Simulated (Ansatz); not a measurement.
# KTaO3 (Pm-3m): zone-centre modes against carrier density

Aim: how far do free carriers move the optical modes of KTaO3 (Pm-3m)?

Program: Ansatz 0.2.0. Level of theory: DFT LDA, scalar-relativistic, plane waves, PAW; PAW set soft_1. Results are calculated unless marked as measured.

**1. The structure**

Symmetry: Pm-3m, No. 221, cubic system. Conventional cell: a = 3.988 Å, b = 3.988 Å, c = 3.988 Å, α = 90.00°, β = 90.00°, γ = 90.00°. O has 2 Ta at 1.99 Å and 4 K at 2.82 Å nearest. K has 12 O at 2.82 Å nearest. Ta has 6 O at 1.99 Å nearest. Farther neighbours and most contacts between anions are not listed.

**2. Relaxation**

The cell and atoms are relaxed, since residual forces and stress would shift the frequencies.

Input file input.yaml:

```yaml
crystal:
  lattice:
    - [3.9883, 0.0, 0.0]
    - [0.0, 3.9883, 0.0]
    - [0.0, 0.0, 3.9883]
  atoms:
    - { symbol: O, position: [0.5, 0.0, 0.0] }
    - { symbol: O, position: [0.0, 0.5, 0.0] }
    - { symbol: O, position: [0.0, 0.0, 0.5] }
    - { symbol: K, position: [0.5, 0.5, 0.5] }
    - { symbol: Ta, position: [0.0, 0.0, 0.0] }
kpoints:
  mp_grid: { grid: [8, 8, 8] }
hamiltonian:
  xc: lda
  pseudopotentials: { kind: paw, azcp: { folder: soft_1 }, xc_functional: pbe }
scf:
  occupations: { method: gaussian, width: 0.02 }
output:
  forces: true
  stress: true
  eigenvalues: true
  write_density: true
  write_potential: true
  elf: true
  volumetric_format: npy
relax:
  adjacent_minimum: "off"
  f_tol: 0.005
  max_steps: 80
  cell: { stress_tol: 0.05 }
```

Run with:

```
> ansatz run input.yaml --threads 4 --pin off --max-ram 16384MiB --backend cpu --events-out ev --progress --plain --runs-dir out
```

Numbers of over 12 decimals in the logs are rounded to 6 here.

What it wrote:

```text
Engine: ansatz 0.2.0, aarch64-unknown-linux-gnu
Pseudopotentials: kind: paw
Pseudopotential: O, paw, valence charge 6, recommended cutoff 420 eV (normal), soft_1/O.paw.azcp
Pseudopotential: K, paw, valence charge 9, recommended cutoff 420 eV (normal), soft_1/K.paw.azcp
Pseudopotential: Ta, paw, valence charge 13, recommended cutoff 420 eV (normal), soft_1/Ta.paw.azcp
Functional definition: SPW92
  exchange = slater_x
  correlation = pw_c
Crystal: 5 atoms, lattice volume = 63.440 Å³
Basis set: ecut = 420 eV, 1237 PW (Γ)
Bands: 25, of which v1, the nominal top of the filled ones, is band 20 counted from 1 (19 counted from 0)
Symmetry: 48 space group operations
Space group: Pm-3m (ITA 221), of the structure as read, at distance tolerance 4.0e-5 Å
k-points: 35 of 512
Non-local potential: O, projectors of the file, l = 0: 2, l = 1: 2, l = 2: 1
Non-local potential: K, projectors of the file, l = 0: 3, l = 1: 2, l = 2: 2
Non-local potential: Ta, projectors of the file, l = 0: 3, l = 1: 2, l = 2: 2, l = 3: 1
PAW form: soft (Blöchl's): semilocal exchange-correlation on the pseudo side does not see the compensation charge
PAW frozen core: O, regenerated for the run's functional, and the local potential with it (the file was generated under x = pbe(κ = 0.804, μ = 0.219515), c = pbe(β = 0.066725))
PAW frozen core: K, regenerated for the run's functional, and the local potential with it (the file was generated under x = pbe(κ = 0.804, μ = 0.219515), c = pbe(β = 0.066725))
PAW frozen core: Ta, regenerated for the run's functional, and the local potential with it (the file was generated under x = pbe(κ = 0.804, μ = 0.219515), c = pbe(β = 0.066725))
PAW one-centre angular grid: O, 110 points (default); XC on 64 Gauss nodes
PAW one-centre angular grid: K, 110 points (default); XC on 64 Gauss nodes
PAW one-centre angular grid: Ta, 590 points (default); XC on 64 Gauss nodes
Initial density: superposition of atomic densities (chi_scale 0.1, normalization cell, long waves kept (reshape's long-wave potential 0.00 eV rms))
Initial wavefunctions: pseudopotential atomic-orbital guess
Functional: x = slater, c = lda
SCF iter   1: F=—  HF=-12852.322064 eV  |F-HF|=—  |Δ(HF+E_count)|=         —  Δρ=5.45e-2  dr2=1.68e0  ethr=3.10e-3  ⟨swp⟩=7.0  Hψ=4402  notcnv=0
preconditioner: auto → Resta (q_TF=auto, 2.526 Å⁻¹)  ε∞=4.5  [insulator: Δε(μ)=2.419 eV  Ē_g=13.581 eV  σ=0.020 eV  W_gap=1.00  n_scr=18 (ndim 8)  ℏωp=25.5 eV  f_vac=0.000  D(μ)=0.00/eV (n_scr^D=0)  ε∞_Penn≈4.5]
SCF iter   2: F=—  HF=-12851.926308 eV  |F-HF|=—  |Δ(HF+E_count)|=   3.96e-1  Δρ=2.77e-2  dr2=4.58e-1  ethr=3.10e-3  ⟨swp⟩=2.2  Hψ=1679  notcnv=0  defer=35
SCF iter   3: F=—  HF=-12851.794396 eV  |F-HF|=—  |Δ(HF+E_count)|=   1.32e-1  Δρ=4.91e-3  dr2=1.44e-2  ethr=1.15e-3  ⟨swp⟩=2.7  Hψ=1598  notcnv=0  defer=35
SCF iter   4: F=—  HF=-12851.791299 eV  |F-HF|=—  |Δ(HF+E_count)|=   3.10e-3  Δρ=2.51e-3  dr2=3.57e-3  ethr=3.60e-5  ⟨swp⟩=2.9  Hψ=1448  notcnv=0  defer=35
SCF iter   5: F=—  HF=-12851.790602 eV  |F-HF|=—  |Δ(HF+E_count)|=   6.97e-4  Δρ=9.34e-4  dr2=3.79e-4  ethr=8.93e-6  ⟨swp⟩=2.0  Hψ=1481  notcnv=0  defer=35
SCF iter   6: F=—  HF=-12851.790543 eV  |F-HF|=—  |Δ(HF+E_count)|=   5.88e-5  Δρ=1.62e-4  dr2=1.19e-5  ethr=9.47e-7  ⟨swp⟩=2.8  Hψ=1421  notcnv=0  defer=35
SCF iter   7: F=—  HF=-12851.790540 eV  |F-HF|=—  |Δ(HF+E_count)|=   3.06e-6  Δρ=2.36e-5  dr2=2.49e-7  ethr=2.97e-8  ⟨swp⟩=2.7  Hψ=1444  notcnv=0  defer=35
SCF iter   8: F=-12851.790540 eV  HF=-12851.790540 eV  |F-HF|=4.31e-10  |Δ(HF+E_count)|=   4.86e-9  Δρ=1.71e-6  dr2=1.88e-9  ethr=2.50e-10  ⟨swp⟩=14.5  Hψ=6008  notcnv=0
SCF 1 converged in 8 iterations: F = -12851.790540 eV  dr2 = 1.88e-9
  greatest PAW one-centre occupation: 0.999 electrons in one spin orbital (limit 2), on the Ta atom at site 4 (counted from 0), in its partial waves of l = 0
relax step   1: F+E_penalty+E_count = -12851.79053982 eV  Δ(F+E_penalty+E_count) = +0.000e0 eV  max|allowed force component| = 2.180e-29 eV/Å  Δτ_max = 0.0000 Å  P = -5.746 GPa  Ω = 63.440 Å³  (8 SCF iters, dr2 threshold 1.00e-7 eV, accepted)
Crystal: 5 atoms, lattice volume = 61.285 Å³
Basis set: ecut = 420 eV, 1213 PW (Γ)
Initial density: handed on by an earlier stage of this run
Initial wavefunctions: those handed on with the density
iter 1 solved again at ethr=3.15e-5 eV; its pass at ethr=3.10e-3 eV (dr2=1.26e-2 eV) is discarded
SCF iter   1: F=—  HF=-12851.830593 eV  |F-HF|=—  |Δ(HF+E_count)|=         —  Δρ=5.51e-3  dr2=1.32e-2  ethr=3.15e-5  ⟨swp⟩=2.1  Hψ=4830  notcnv=0
preconditioner: auto → Resta (q_TF=auto, 2.541 Å⁻¹)  ε∞=4.4  [insulator: Δε(μ)=2.171 eV  Ē_g=14.594 eV  σ=0.020 eV  W_gap=1.00  n_scr=18 (ndim 8)  ℏωp=26.8 eV  f_vac=0.007  D(μ)=0.00/eV (n_scr^D=0)  ε∞_Penn≈4.4]
SCF iter   2: F=—  HF=-12851.826758 eV  |F-HF|=—  |Δ(HF+E_count)|=   3.83e-3  Δρ=1.68e-3  dr2=1.90e-3  ethr=3.15e-5  ⟨swp⟩=2.2  Hψ=1547  notcnv=0
SCF iter   3: F=—  HF=-12851.826178 eV  |F-HF|=—  |Δ(HF+E_count)|=   5.80e-4  Δρ=8.40e-4  dr2=4.16e-4  ethr=4.74e-6  ⟨swp⟩=2.0  Hψ=1315  notcnv=0
SCF iter   4: F=—  HF=-12851.826038 eV  |F-HF|=—  |Δ(HF+E_count)|=   1.40e-4  Δρ=1.69e-4  dr2=1.17e-5  ethr=1.04e-6  ⟨swp⟩=2.0  Hψ=1436  notcnv=0
SCF iter   5: F=-12851.826038 eV  HF=-12851.826038 eV  |F-HF|=1.31e-8  |Δ(HF+E_count)|=   3.34e-7  Δρ=1.83e-5  dr2=2.22e-7  ethr=1.25e-9  ⟨swp⟩=8.7  Hψ=6583  notcnv=0
SCF 2 converged in 5 iterations: F = -12851.826038 eV  dr2 = 2.22e-7
relax step   2: F+E_penalty+E_count = -12851.82603843 eV  Δ(F+E_penalty+E_count) = -3.550e-2 eV  max|allowed force component| = 7.689e-29 eV/Å  Δτ_max = 0.0000 Å  P = +1.628 GPa  Ω = 61.285 Å³  energy of the carried Pulay correction = +6.309e-3 eV  (5 SCF iters, dr2 threshold 5.00e-7 eV, accepted)
Crystal: 5 atoms, lattice volume = 61.748 Å³
iter 1 solved again at ethr=2.09e-6 eV; its pass at ethr=3.10e-3 eV (dr2=8.34e-4 eV) is discarded
SCF iter   1: F=—  HF=-12851.827134 eV  |F-HF|=—  |Δ(HF+E_count)|=         —  Δρ=1.25e-3  dr2=6.83e-4  ethr=2.09e-6  ⟨swp⟩=2.3  Hψ=4804  notcnv=0
preconditioner: auto → Resta (q_TF=auto, 2.538 Å⁻¹)  ε∞=4.8  [insulator: Δε(μ)=2.131 eV  Ē_g=13.293 eV  σ=0.020 eV  W_gap=1.00  n_scr=18 (ndim 8)  ℏωp=25.9 eV  f_vac=0.009  D(μ)=0.00/eV (n_scr^D=0)  ε∞_Penn≈4.8]
SCF iter   2: F=—  HF=-12851.826937 eV  |F-HF|=—  |Δ(HF+E_count)|=   1.97e-4  Δρ=3.77e-4  dr2=9.79e-5  ethr=1.71e-6  ⟨swp⟩=2.0  Hψ=1360  notcnv=0
SCF iter   3: F=—  HF=-12851.826907 eV  |F-HF|=—  |Δ(HF+E_count)|=   2.91e-5  Δρ=1.89e-4  dr2=2.18e-5  ethr=2.45e-7  ⟨swp⟩=2.4  Hψ=1201  notcnv=0
SCF iter   4: F=—  HF=-12851.826900 eV  |F-HF|=—  |Δ(HF+E_count)|=   7.71e-6  Δρ=3.69e-5  dr2=5.91e-7  ethr=5.46e-8  ⟨swp⟩=2.1  Hψ=1447  notcnv=0
SCF iter   5: F=-12851.826900 eV  HF=-12851.826900 eV  |F-HF|=5.33e-10  |Δ(HF+E_count)|=   1.22e-8  Δρ=4.48e-6  dr2=1.34e-8  ethr=1.25e-9  ⟨swp⟩=10.0  Hψ=6005  notcnv=0
SCF 3 converged in 5 iterations: F = -12851.826900 eV  dr2 = 1.34e-8
relax step   3: F+E_penalty+E_count = -12851.82689973 eV  Δ(F+E_penalty+E_count) = -8.613e-4 eV  max|allowed force component| = 7.889e-30 eV/Å  Δτ_max = 0.0000 Å  P = -0.071 GPa  Ω = 61.748 Å³  energy of the carried Pulay correction = +4.934e-3 eV  (5 SCF iters, dr2 threshold 5.00e-7 eV, accepted)
[...]
relax step   4: F+E_penalty+E_count = -12851.82696190 eV  Δ(F+E_penalty+E_count) = -6.216e-5 eV  max|allowed force component| = 1.783e-29 eV/Å  Δτ_max = 0.0000 Å  P = -0.001 GPa  Ω = 61.729 Å³  energy of the carried Pulay correction = +4.992e-3 eV  (4 SCF iters, dr2 threshold 1.27e-8 eV, accepted)
[...]
relax step   5: F+E_penalty+E_count = -12851.82270785 eV  Δ(F+E_penalty+E_count) = +4.254e-3 eV  max|allowed force component| = 3.865e-30 eV/Å  Δτ_max = 0.0000 Å  P = -0.128 GPa  Ω = 61.729 Å³  stress off target by 1.28e-1 GPa  SCF on the basis re-selected at this cell (its energy is not comparable with the rows above)  (5 SCF iters)
[...]
relax step   6: F+E_penalty+E_count = -12851.82282587 eV  Δ(F+E_penalty+E_count) = -1.180e-4 eV  max|allowed force component| = 1.399e-29 eV/Å  Δτ_max = 0.0000 Å  P = -0.000 GPa  Ω = 61.693 Å³  energy of the carried Pulay correction = +1.038e-4 eV  (4 SCF iters, dr2 threshold 4.08e-8 eV, accepted)
iter 1 solved again at ethr=4.16e-9 eV; its pass at ethr=3.10e-3 eV (dr2=1.66e-6 eV) is discarded
SCF iter   1: F=—  HF=-12851.822826 eV  |F-HF|=—  |Δ(HF+E_count)|=         —  Δρ=2.84e-6  dr2=3.80e-9  ethr=4.16e-9  ⟨swp⟩=3.4  Hψ=7045  notcnv=0
SCF iter   2: F=—  HF=-12851.822826 eV  |F-HF|=—  |Δ(HF+E_count)|=   1.45e-9  Δρ=1.75e-6  dr2=1.64e-9  ethr=9.51e-12  ⟨swp⟩=2.1  Hψ=1141  notcnv=0
SCF iter   3: F=-12851.822826 eV  HF=-12851.822826 eV  |F-HF|=3.46e-11  |Δ(HF+E_count)|=  6.18e-11  Δρ=2.89e-7  dr2=4.75e-11  ethr=1.00e-12  ⟨swp⟩=4.9  Hψ=4714  notcnv=0
SCF 7 converged in 3 iterations: F = -12851.822826 eV  dr2 = 4.75e-11
relax step   7: F+E_penalty+E_count = -12851.82282587 eV  Δ(F+E_penalty+E_count) = -2.874e-10 eV  max|allowed force component| = 9.361e-30 eV/Å  Δτ_max = 0.0000 Å  P = -0.002 GPa  Ω = 61.693 Å³  stress off target by 1.63e-3 GPa  SCF on the basis re-selected at this cell (its energy is not comparable with the rows above)  (3 SCF iters)
basis re-selected at this cell: Δ(F+E_penalty+E_count) = -2.874e-10 eV, ΔP = -0.001 GPa vs the last step (what re-selecting the basis moved, of the pressure what is left beyond the Pulay correction that the steps carried, after the strain that the cell walked since its last selection, with what the two solves' SCF thresholds leave and, on support functions, any second-order correction that the steps lacked; it is no  [...]
SCF converged after 3 iterations
Free energy (F): -12851.822826 eV
Harris-Foulkes:  -12851.822826 eV  (|F-HF|=3.46e-11)
Internal energy: -12851.822826 eV  (E = F + TS)
E sigma→0 (E₀):  -12851.822826 eV
Fermi energy:    9.794223 eV
--- Per-component energies (eV) ---
  E_band       = -250.683399
  E_kinetic    = 1148.504846
  E_local      = -2185.667806  (includes V_loc(G=0)·N_el)
  E_nonlocal   = 175.114836
  E_hartree    = 776.870728
  E_xc         = -662.942243
  E_vxc        = -669.685851  (∫ρ·V_xc dr)
  E_paw        = -9256.797225  (= ΣΔE_a)
  E_vpaw       = -272.693198  (= ΣTr[D̂ρ^β])
  E_aug_tail   = 0.002531  (compensation charges beyond the density's cutoff)
  E_ewald      = -2847.715754
  E_core_change = 0.807262  (= ΣΔE_core)
  E_smearing   = -0.000000  (= −TS)
  E_closure    = -0.000000  (closes the sum)
  Σ components = -12851.822826   (vs F -12851.822826, Δ=0.00e0)
--- Forces (eV/Å), atoms counted from 1 ---
  atom   1  O     -0.00000000    -0.00000000     0.00000000
  atom   2  O     -0.00000000    -0.00000000    -0.00000000
  atom   3  O     -0.00000000    -0.00000000    -0.00000000
  atom   4  K     -0.00000000     0.00000000    -0.00000000
  atom   5  Ta     0.00000000     0.00000000     0.00000000
  max |Σ_I F_I| component: 1.99e-29 eV/Å
--- Stress (GPa, compression-positive) ---
       -0.001634      -0.000000       0.000000
       -0.000000      -0.001634      -0.000000
        0.000000      -0.000000      -0.001634
  P = ⅓ Tr σ = -0.0016 GPa (-0.016 kbar)
--- Band table (eV; the first three rows and the last of 35) ---
  k-point 0: bands = [... 16 lower, 7.6053, 8.1114, 8.1114, 8.1114, 10.8631, 10.8631, 10.8631, 15.3260, ... 1 higher]
  k-point 1: bands = [... 16 lower, 7.5239, 7.6382, 8.0255, 8.0255, 10.8881, 11.3773, 11.3773, 15.6116, ... 1 higher]
  k-point 2: bands = [... 16 lower, 6.9904, 7.3379, 7.9420, 7.9420, 10.9498, 12.4449, 12.4449, 15.9098, ... 1 higher]
  k-point 34: bands = [... 16 lower, 4.7068, 8.7253, 8.7253, 8.7253, 15.4137, 15.4137, 15.4137, 17.5379, ... 1 higher]
--- Relaxed structure (5 steps of the walk, 5 accepted, 2 SCFs on fresh bases) ---
  F+E_penalty+E_count = -12851.82282587 eV   max|allowed force component| = 9.361e-30 eV/Å   (the final SCF, on the basis selected at the relaxed cell)
  cell:  # Å, volume = 61.6934 Å³
    - [3.951356, 0, 0]
    - [0, 3.951356, 0]
    - [0, 0, 3.951356]
  atoms:
    - { symbol: O, position: [0.500000, 0, 0] }
    - { symbol: O, position: [0, 0.500000, 0] }
    - { symbol: O, position: [0, 0, 0.500000] }
    - { symbol: K, position: [0.500000, 0.500000, 0.500000] }
    - { symbol: Ta, position: [0, 0, 0] }
```

The job ended after 6.4 s (4 threads of Arm Neoverse V2, shared host; peak memory 0.39 GiB; 23 s of CPU time).

Relaxation path:

```
step  energy less that of the first step (eV)  largest force component (eV/Å)  pressure (GPa)  volume (Å³)
   1                                   0.0000                          0.0000           -5.75        63.44
   2                                  -0.0355                          0.0000            1.63        61.29
   3                                  -0.0364                          0.0000           -0.07        61.75
   4                                  -0.0364                          0.0000            0.00        61.73
  5*                                  -0.0322                          0.0000           -0.13        61.73
   6                                  -0.0323                          0.0000            0.00        61.69
  7*                                  -0.0323                          0.0000            0.00        61.69
```

Relaxation steps marked * repeat the geometry before them on a plane-wave basis chosen anew for their cell, so energy and pressure can jump there.

The run keeps the 48 symmetry operations that it works with, so distortions that break them were not tested.

| conventional cell, symmetrised | before | after | change |
| --- | --- | --- | --- |
| a (Å) | 3.988 | 3.951 | -0.9 % |
| b (Å) | 3.988 | 3.951 | -0.9 % |
| c (Å) | 3.988 | 3.951 | -0.9 % |
| volume (Å³/atom) | 12.69 | 12.34 | -2.8 % |

Final coordinates:

```xyz
5
Lattice="3.9514 0.0000 0.0000 0.0000 3.9514 0.0000 0.0000 0.0000 3.9514" Properties=species:S:1:pos:R:3 pbc="T T T"
O     1.9757    0.0000    0.0000
O     0.0000    1.9757    0.0000
O     0.0000    0.0000    1.9757
K     1.9757    1.9757    1.9757
Ta    0.0000    0.0000    0.0000
```

This step gave:

| Item | Value |
| --- | --- |
| pressure | -0.001634 GPa |
| gap on the k-mesh | 2.138 eV |
| volume per atom | 12.34 Å³ |

ELF in the ac plane at fractional y = 0.000, with atoms of O and Ta within 0.2 Å of it. It is the smooth field of the valence electrons, not physical close to the nuclei.

Ten even steps from '_' (0.01) to '@' (0.80), each cell a mean:
```
==##%%--**@@%%**%%@@==++@@**
@@@@**::++@@@@@@@@%%----##@@
++==::..--##%%@@%%++::..--++
====--....::==++==::..::--==
@@@@%%==..__....____::++%%@@
##@@@@##--__________==%%@@%%
==##@@%%==________..++@@@@**
**%%@@%%--________..==%%@@%%
@@@@@@++..__________::##@@@@
**++==::....--==--....--++**
==--....::++%%%%##==....::--
%%%%++..==@@@@@@@@%%--::**%%
++%%%%--++@@%%##@@@@====@@##
..++%%==**@@**==##@@==++@@==
```
Columns run along a (4.0 Å), rows up along c (4.0 Å). Atoms in or near the plane, at fractional coordinates: O at (0.50, 0.00), O at (0.00, 0.50), Ta at (0.00, 0.00).

Electrostatic potential energy in the ac plane at fractional y = 0.000, with atoms of O and Ta within 0.2 Å of it. With pseudopotentials it is smooth inside the atoms' cores, unlike the true potential.

Ten even steps from '0' (-52 eV) to '9' (14 eV), each cell a mean:
```
00267532367510
12478755688631
45789999999865
77899999999987
56999999999986
34799999999963
13699999999952
23799999999953
45899999999975
78899999999987
56789999999876
23578876798742
00368533467520
00257421357410
```
Columns run along a (4.0 Å; values clipped at the 3rd and 97th percentile), rows up along c (4.0 Å). Atoms in or near the plane, at fractional coordinates: O at (0.50, 0.00), O at (0.00, 0.50), Ta at (0.00, 0.00).

Valence density in the ac plane at fractional y = 0.000, with atoms of O and Ta within 0.2 Å of it. It is the smooth field of the valence electrons, not physical close to the nuclei.

Ten even steps from '_' (0.0 e/Å³) to '@' (8.0 e/Å³), each cell a mean:
```
++++--....::**##++::....==++
====..____..::--::..____::==
::..______________________..
..________________________..
::..____________________..::
**==..__________________::++
@@**::__________________--##
##++..__________________::**
--::..__________________..::
....______________________..
....______________________..
==--..____....::..______..--
++++--....::++**==..__..==++
==++==....--##@@**::..::==++
```
Columns run along a (4.0 Å), rows up along c (4.0 Å). Atoms in or near the plane, at fractional coordinates: O at (0.50, 0.00), O at (0.00, 0.50), Ta at (0.00, 0.00).

In this step the volume went from 12.69 to 12.34 Å³/atom.

**3. Tight relaxation**

Phonons need small forces and stress, so the relaxation is finished with tight tolerances on 8×8×8 k points.

input.yaml, the sections that differ from step 2:

```yaml
crystal:
  lattice:
    - [3.951356403, 0.0, 0.0]
    - [0.0, 3.951356403, 0.0]
    - [0.0, 0.0, 3.951356403]
  atoms:
    - { symbol: O, position: [0.5, 0.0, 0.0] }
    - { symbol: O, position: [0.0, 0.5, 0.0] }
    - { symbol: O, position: [0.0, 0.0, 0.5] }
    - { symbol: K, position: [0.5, 0.5, 0.5] }
    - { symbol: Ta, position: [0.0, 0.0, 0.0] }
scf:
  occupations: { method: fixed }
output:
  forces: true
  stress: true
  eigenvalues: true
relax:
  adjacent_minimum: "off"
  f_tol: 0.001
  max_steps: 60
  cell: { stress_tol: 0.01 }
# kpoints, hamiltonian: as in step 2
```

What it wrote:

```text
[...]
Crystal: 5 atoms, lattice volume = 61.693 Å³
Basis set: ecut = 420 eV, 1213 PW (Γ)
Bands: 25, of which v1, the nominal top of the filled ones, is band 20 counted from 1 (19 counted from 0)
Symmetry: 48 space group operations
[...]
k-points: 35 of 512
[...]
--- Relaxed structure (1 steps of the walk, 1 accepted, 1 SCFs on fresh bases) ---
[...]
cell:  # Å, volume = 61.6934 Å³
    - [3.951356403, 0.0, 0.0]
    - [0.0, 3.951356403, 0.0]
    - [0.0, 0.0, 3.951356403]
  atoms:
    - { symbol: O, position: [0.500000, 0.0, 0.0] }
    - { symbol: O, position: [0.0, 0.500000, 0.0] }
    - { symbol: O, position: [0.0, 0.0, 0.500000] }
    - { symbol: K, position: [0.500000, 0.500000, 0.500000] }
    - { symbol: Ta, position: [0.0, 0.0, 0.0] }
[key lines of the parts left out:]
SCF converged after 5 iterations
Free energy (F): -12851.822826 eV
Fermi energy:    8.725307 eV
P = ⅓ Tr σ = -0.0016 GPa (-0.016 kbar)
```

It took 2 s on 4 threads; peak memory 0.37 GiB; 7 s of CPU time.

Little changed from the start: no atom moved by 0.005 Å and no cell edge by 0.1 %.

This step gave:

- pressure: -0.001598 GPa

The forces vanish by symmetry and the pressure is -0.002 GPa, within the tolerances set. The cell now holds 12.34 Å³/atom.

[end of part 1 of 2]

[Logs are printed without paths, hosts, clocks, repeated set-up lines and the standing remarks that a program may print on its own settings, such as how far it seeks lower states.]

[Hosts, paths, dates, database ids (printed as entryN), source tags and the programs' standing remarks are cut or masked in the printed files.]
